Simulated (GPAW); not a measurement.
Consider CuPd (Skaergaardite, Pm-3m).

```cif
data_structure
_symmetry_space_group_name_H-M 'P 1'
_symmetry_Int_Tables_number 1
_cell_length_a 2.9880
_cell_length_b 2.9880
_cell_length_c 2.9880
_cell_angle_alpha 90.000
_cell_angle_beta 90.000
_cell_angle_gamma 90.000
_cell_volume 26.68
loop_
_atom_site_label
_atom_site_type_symbol
_atom_site_fract_x
_atom_site_fract_y
_atom_site_fract_z
_atom_site_occupancy
Pd1 Pd 0.50000 0.50000 0.50000 1
Cu2 Cu 0.00000 0.00000 0.00000 1
```

Absorber: atom 2, with 8 Pd at 2.59 Å and 6 Cu at 2.99 Å (cube and octahedron, as in bcc, site symmetry m-3m). Method: GPAW, LDA, excited-electron core hole (neutral cell), 16-atom cell with 6.0 Å between holes, 5×5×5 k points, dipole transitions, Gaussian full width 1.55 eV up to 4 eV, rising linearly to 3.5 eV at 25 eV.

The database entry behind the starting cell differs from later determinations by our own check (about 0.35 % long), so it need not match the best structure at ambient conditions.

Where do the maxima of the Cu K edge fall?

Main maxima up to 30 eV above the zero (height): 3.6 eV (0.61), 10.4 eV (1.63) and 17.4 eV (1.21). A K edge sees empty p states on the absorber. The total-energy difference is 8990.22 eV. One term is added: -29.79 eV, since the hole is spin-paired here and a spin-polarised one costs that much less in the free atom (computed apart). The photon energy is then 8960.43 eV. The tabulated edge of the element is 8979 eV. The functional leaves an error in such absolute values: in the free atom LDA prices this hole 18.3 eV below PBE (computed apart), and PBE is itself good to a few eV.

The Cu K spectrum (energy from the lowest empty level; intensity scaled to a mean of 1 over the first 20 eV):

```csv
E (eV),intensity
-2.0,0.00
-1.0,0.02
0.0,0.17
1.0,0.43
2.0,0.58
3.0,0.59
4.0,0.59
5.0,0.46
6.0,0.50
7.0,0.74
8.0,1.08
9.0,1.41
10.0,1.62
11.0,1.59
12.0,1.45
13.0,1.33
14.0,1.23
15.0,1.15
16.0,1.14
17.0,1.20
18.0,1.18
19.0,1.05
20.0,0.96
21.0,0.87
22.0,0.77
23.0,0.77
24.0,0.79
25.0,0.81
26.0,0.83
27.0,0.85
28.0,0.87
29.0,0.90
30.0,0.97
31.0,1.06
32.0,1.15
```

The script folds with a Gaussian, whereas the core hole's own line is a Lorentzian, so the onset is too steep and the first peak too high. The holes are only 6.0 Å apart, so the shape is probably not converged with cell size; no larger cell was run here. The structure is a published determination, not relaxed.

[Banner, clock and machine lines of the logs are left out without a mark of their own.]

[Logs are printed without paths, hosts, clocks, repeated set-up lines and the standing remarks that a program may print on its own settings, such as how far it seeks lower states.]

[Hosts, paths, dates, database ids (printed as entryN), source tags and the programs' standing remarks are cut or masked in the printed files.]

[Lists of maxima count a maximum above −3 eV only where it reaches 4 % of the highest in the window and stands out from its surroundings by 2 % of it (1.5 % where it reaches 55 %); shoulders and weaker maxima are passed over, and of the rest the first, up to two pre-edge ones and the few strongest are named.]
